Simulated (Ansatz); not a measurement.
# Lu (P6_3/mmc): Migdal–Eliashberg transition temperature, part 2 of 2

Wanted: λ, ω_log and Tc of Lu (P6_3/mmc). The cell shown first is a relaxed one, from steps not shown here.

Ansatz 0.2.0; DFT PBE, scalar-relativistic, plane waves, PAW; PAW set soft_1.

So far, coupling constant λ: step 2 (electron–phonon run: q 3×3×3, k 12×12×6, scattering 18×18×12) 0.531; step 3 (k-mesh 18×18×9, scattering mesh 24×24×16) 0.529.

## 4. Electron–phonon run: q 6×6×3, k 18×18×9, scattering 36×36×20

The next rung changes the q mesh, which sets the reach of the force constants and couplings; the scattering mesh, which samples the Fermi surface.

input.yaml

```yaml
crystal:
  lattice:
    - [3.5047496369, 0.0, 0.0]
    - [-1.7523748184, 3.0352022194, 0.0]
    - [0.0, 0.0, 5.4631949805]
  atoms:
    - { symbol: Lu, position: [0.3333333333, 0.6666666667, 0.25] }
    - { symbol: Lu, position: [0.6666666667, 0.3333333333, 0.75] }
kpoints:
  mp_grid: { grid: [18, 18, 9] }
hamiltonian:
  xc: pbe
  pseudopotentials: { kind: paw, azcp: { folder: soft_1 } }
scf:
  occupations: { method: methfessel_paxton, width: 0.2 }
output:
  eigenvalues: true
phonons:
  method: dfpt
  qmesh: [6, 6, 3]
  temperatures: { t_max: 1000, t_step: 50 }
  qpath:
    path:
      - [[0.0, 0.0, 0.0], [0.5, 0.0, 0.0], [0.33333333, 0.33333333, 0.0], [0.0, 0.0, 0.0], [0.0, 0.0, 0.5], [0.5, 0.0, 0.5], [0.33333333, 0.33333333, 0.5], [0.0, 0.0, 0.5]]
      - [[0.5, 0.0, 0.5], [0.5, 0.0, 0.0]]
    npoints: 6
  electrical_resistivity:
    mesh: [36, 36, 20]
    temperatures: [20.0, 50.0, 80.0, 100.0, 150.0, 200.0, 273.0, 300.0, 400.0, 500.0, 600.0, 800.0]
  superconductivity: { mesh: [36, 36, 20] }
```

On the command line:

```bash
ansatz run input.yaml --threads 16 --pin off --max-ram 92160MiB --backend cuda --events-out ev --progress --plain --runs-dir out --max-vram 78GiB
```

Numbers of over 12 decimals in the logs are rounded to 6 here.

Output:

```text
[...]
Crystal: 2 atoms, lattice volume = 58.115 Å³
Basis set: ecut = 420 eV, 1105 PW (Γ), exchange–correlation on 48×48×80 points (8 copies of the dense FFT grid, shifted against one another)
Bands: 31, of which v1, the nominal top of the filled ones, is band 25 counted from 1 (24 counted from 0)
Symmetry: 24 space group operations
k-points: 185 of 2916
[...]
SCF iter   1: F=—  HF=-29466.256954 eV  |F-HF|=—  |Δ(HF+E_count)|=         —  Δρ=1.70e-2  dr2=2.34e-1  ethr=3.10e-3  ⟨swp⟩=5.1  Hψ=26829  notcnv=0
[...]
SCF iter   2: F=—  HF=-29466.225901 eV  |F-HF|=—  |Δ(HF+E_count)|=   3.11e-2  S|Δr|=    0.00e0  Δρ=1.14e-2  dr2=1.03e-1  ethr=4.68e-4  ⟨swp⟩=2.7  Hψ=11987  notcnv=0  defer=17
[...]
SCF iter  11: F=-29466.209639 eV  HF=-29466.209639 eV  |F-HF|=1.46e-11  |Δ(HF+E_count)|=  2.18e-11  S|Δr|=    0.00e0  Δρ=1.05e-7  dr2=6.49e-12  ethr=1.00e-12  ⟨swp⟩=12.7  Hψ=55221  notcnv=0
SCF 1 converged in 11 iterations: F = -29466.209639 eV  dr2 = 6.49e-12
[...]
SCF 2 converged in 11 iterations: F = -29466.209639 eV  dr2 = 6.50e-12
[...]
SCF converged after 11 iterations
[...]
not converged in the mesh (λ_tr; the resistivity at 20 K by 2.58 %; the resistivity at 50 K by 2.41 %; the resistivity at 80 K by 2.51 %; the resistivity at 100 K by 2.53 %; the resistivity at 150 K by 2.49 %; the resistivity at 200 K by 2.40 %; the resistivity at 273 K by 2.26 %; the resistivity at 300 K by 2.22 %; the resistivity at 400 K by 2.11 %; the resistivity at 500 K by 2.06 %; the resistivity at 600 K by  [...]
  vibrations of 108 cells: unjudged by the run; compare a larger repeat
[...]
--- Superconductivity: potentials and phonons of a 6×6×3 supercell ---
           mesh         λ    ħω_log (meV)  μ* declared at (meV)
       36×36×20    0.5228           8.717                9.419
       18×18×10    0.5269           8.716                9.417
          9×9×5    0.5869           8.790                9.482
  λ by the species' shares of the modes' patterns: Lu 0.5228
[...]
0.08      1.887         1.933         1.835         1.833         1.974         1.973          1.973
      0.10      1.459         1.490         1.382         1.381         1.515         1.514          1.514
      0.12      1.086         1.108         1.002         1.001         1.126         1.125          1.125
      0.13      0.921         0.939         0.839         0.839         0.957         0.957          0.957
      0.14      0.772         0.786         0.694         0.694         0.806         0.805          0.805
      0.16      0.517         0.526         0.454         0.454         0.552         0.552          0.552
      0.20      0.182         0.184         0.155         0.155         0.219         0.220          0.219
[...]
vibrations of 108 cells: unjudged by the run; compare a larger repeat
[...]
```

Wall time 5.6 min (1 × NVIDIA GB200 with 16 threads of Arm Neoverse V2, shared host); peak memory 24 GiB.

Numbers from this step:

```yaml
zero_point_energy: 0.02970 eV/cell
highest_frequency_solved_or_plainly_interpolated: 121.9 cm⁻¹
debye_temperature_second_moment: 153 K
resistivity_at_300_k: 46.41 μΩ cm, mean of the axes
coupling_constant_lambda: 0.5228
density_of_states_at_the_fermi_level: 1.663 states/eV a spin and cell
log_mean_phonon_energy_omega_log: 8.717 meV
transport_coupling_constant_lambda_tr: 0.5866, 0.5866, 0.5819 (xx, yy, zz)
drude_plasma_energy: 3.46, 3.46, 5.154 eV (xx, yy, zz)
resistivity_times_mean_free_path: 14.47, 14.47, 6.094 × 10⁻¹⁶ Ω m² (xx, yy, zz)
second_moment_phonon_energy_omega: 9.419 meV
coupling_lambda_by_branch: 0.137, 0.112, 0.0795, 0.0784, 0.0715, 0.0448 (branches by rank of frequency)
```

Transition temperatures:

```tsv
μ*	McMillan Tc (K)	Allen–Dynes Tc (K)	isotropic Fermi-surface Tc (K)	isotropic full bandwidth Tc (K)	anisotropic Fermi-surface Tc (K)	anisotropic full bandwidth Tc (K)	anisotropic narrow window Tc (K)
0.08	1.89	1.93	1.83	1.83	1.97	1.97	1.97
0.1	1.46	1.49	1.38	1.38	1.51	1.51	1.51
0.12	1.09	1.11	1	1	1.13	1.12	1.12
0.13	0.921	0.939	0.839	0.839	0.957	0.957	0.957
0.14	0.772	0.786	0.694	0.694	0.806	0.805	0.805
0.16	0.517	0.526	0.454	0.454	0.552	0.552	0.552
0.2	0.182	0.184	0.155	0.155	0.219	0.22	0.219
```

The Eliashberg function α²F has structure finer than the step of the table below, so its rows give means over 0.5 meV, whole bins alone (the curve runs from 0.059 to 15.0 meV). Peaks (meV: height): α²F 6.90: 0.540, 10.79: 0.337, 12.44: 0.640; α²F tr 6.90: 0.679, 10.79: 0.387, 12.44: 0.827.

The Eliashberg function α²F by phonon energy; means over each step:

```tsv
phonon energy (meV)	α²F	α²F tr
0.5	4.2e-5	0
1.0	4.1e-4	3.8e-5
1.5	0.00106	1.9e-4
2.0	0.00197	5.5e-4
2.5	0.00343	0.00122
3.0	0.00597	0.00277
3.5	0.0101	0.00537
4.0	0.0156	0.00911
4.5	0.0223	0.0145
5.0	0.0315	0.0224
5.5	0.0456	0.0353
6.0	0.0716	0.0617
6.5	0.188	0.212
7.0	0.454	0.570
7.5	0.383	0.462
8.0	0.281	0.336
8.5	0.263	0.281
9.0	0.254	0.242
9.5	0.288	0.303
10.0	0.318	0.365
10.5	0.317	0.381
11.0	0.294	0.335
11.5	0.275	0.315
12.0	0.271	0.313
12.5	0.478	0.597
13.0	0.274	0.324
13.5	0.126	0.147
14.0	0.0449	0.0442
14.5	0.0230	0.0210
```

Anisotropic full-bandwidth solution, weighted at the Fermi level. Gaps:

```tsv
mu*	T (K)	mean gap (meV)	5 % (meV)	95 % (meV)	mean Z
0.1	0.378	0.223	0.179	0.283	1.52
0.1	0.757	0.212	0.171	0.27	1.52
0.1	1.14	0.171	0.137	0.218	1.52
0.1	1.36	0.115	0.0924	0.148	1.52
0.13	0.239	0.138	0.108	0.182	1.52
0.13	0.478	0.132	0.102	0.174	1.52
0.13	0.717	0.105	0.0819	0.14	1.52
0.13	0.861	0.0711	0.0551	0.0947	1.52
0.16	0.138	0.0783	0.0584	0.108	1.52
0.16	0.276	0.0742	0.0553	0.102	1.52
0.16	0.414	0.0593	0.0441	0.0823	1.52
0.16	0.497	0.0398	0.0295	0.0555	1.52
```

The dTc/da2F by phonon energy:

```tsv
phonon energy (meV)	dTc/da2F (K/meV)
0.5	-
1.0	5.67
1.5	5.08
2.0	4.55
2.5	4.10
3.0	3.72
3.5	3.41
4.0	3.15
4.5	2.92
5.0	2.71
5.5	2.53
6.0	2.38
6.5	2.24
7.0	2.11
7.5	2.01
8.0	1.90
8.5	1.81
9.0	1.72
9.5	1.64
10.0	1.57
10.5	1.50
11.0	1.44
11.5	1.38
12.0	1.33
12.5	1.28
13.0	1.23
13.5	1.19
14.0	1.15
14.5	1.11
15.0	1.07
```

Share of the Fermi-level states against lambda of a state:

```tsv
lambda of a state	share of the Fermi-level states
0.404	0.002
0.417	0.0342
0.431	0.148
0.444	0.048
0.458	0.051
0.471	0.0339
0.485	0.0631
0.498	0.0748
0.511	0.0523
0.525	0.0616
0.538	0.0554
0.552	0.0605
0.565	0.0546
0.579	0.0411
0.592	0.0401
0.605	0.0311
0.619	0.0213
0.632	0.0252
0.646	0.0348
0.659	0.0374
0.672	0.0262
0.686	0.0029
0.699	5.0e-4
0.713	0
```

## 5. Summary of results

- meshes: q 6×6×3, k 18×18×9, scattering 36×36×20
- coupling constant λ: 0.523
- log mean phonon energy ħω_log: 8.72 meV
- Allen–Dynes Tc at μ* = 0.1: 1.49 K
- Allen–Dynes Tc at μ* = 0.13: 0.939 K
- anisotropic Eliashberg Tc at μ* = 0.1: 1.51 K
- anisotropic Eliashberg Tc at μ* = 0.13: 0.957 K

In words: In the last run (PBE, q 6×6×3, k 18×18×9, scattering 36×36×20), with λ = 0.52 and ħω_log = 8.72 meV, Tc at μ* = 0.13 is 0.92 K by McMillan's formula, 0.94 K by Allen and Dynes's and 0.96 K by the anisotropic Eliashberg equations. Raising μ* from 0.10 to 0.16 lowers the Allen–Dynes value from 1.5 to 0.53 K. The mean gap at a quarter of Tc gives 2Δ/k_B Tc = 3.35, against 3.53 in weak-coupling theory. The gap spreads from 0.11 to 0.18 meV over nine tenths of the Fermi surface. The run's transport test calls it not converged in the mesh; ρ(300 K) moves by 2 % in the component that moves most. Over the runs, λ takes the values 0.531, 0.529 and 0.523, in the order shown. μ* is a typed number, phonons are harmonic, and spin fluctuations are left out; at μ* = 0.13 McMillan's formula turns 1 % in λ into about 4.6 % in Tc.

[Logs are printed without paths, hosts, clocks, repeated set-up lines and the standing remarks that a program may print on its own settings, such as how far it seeks lower states.]

[Hosts, paths, dates, database ids (printed as entryN), source tags and the programs' standing remarks are cut or masked in the printed files.]
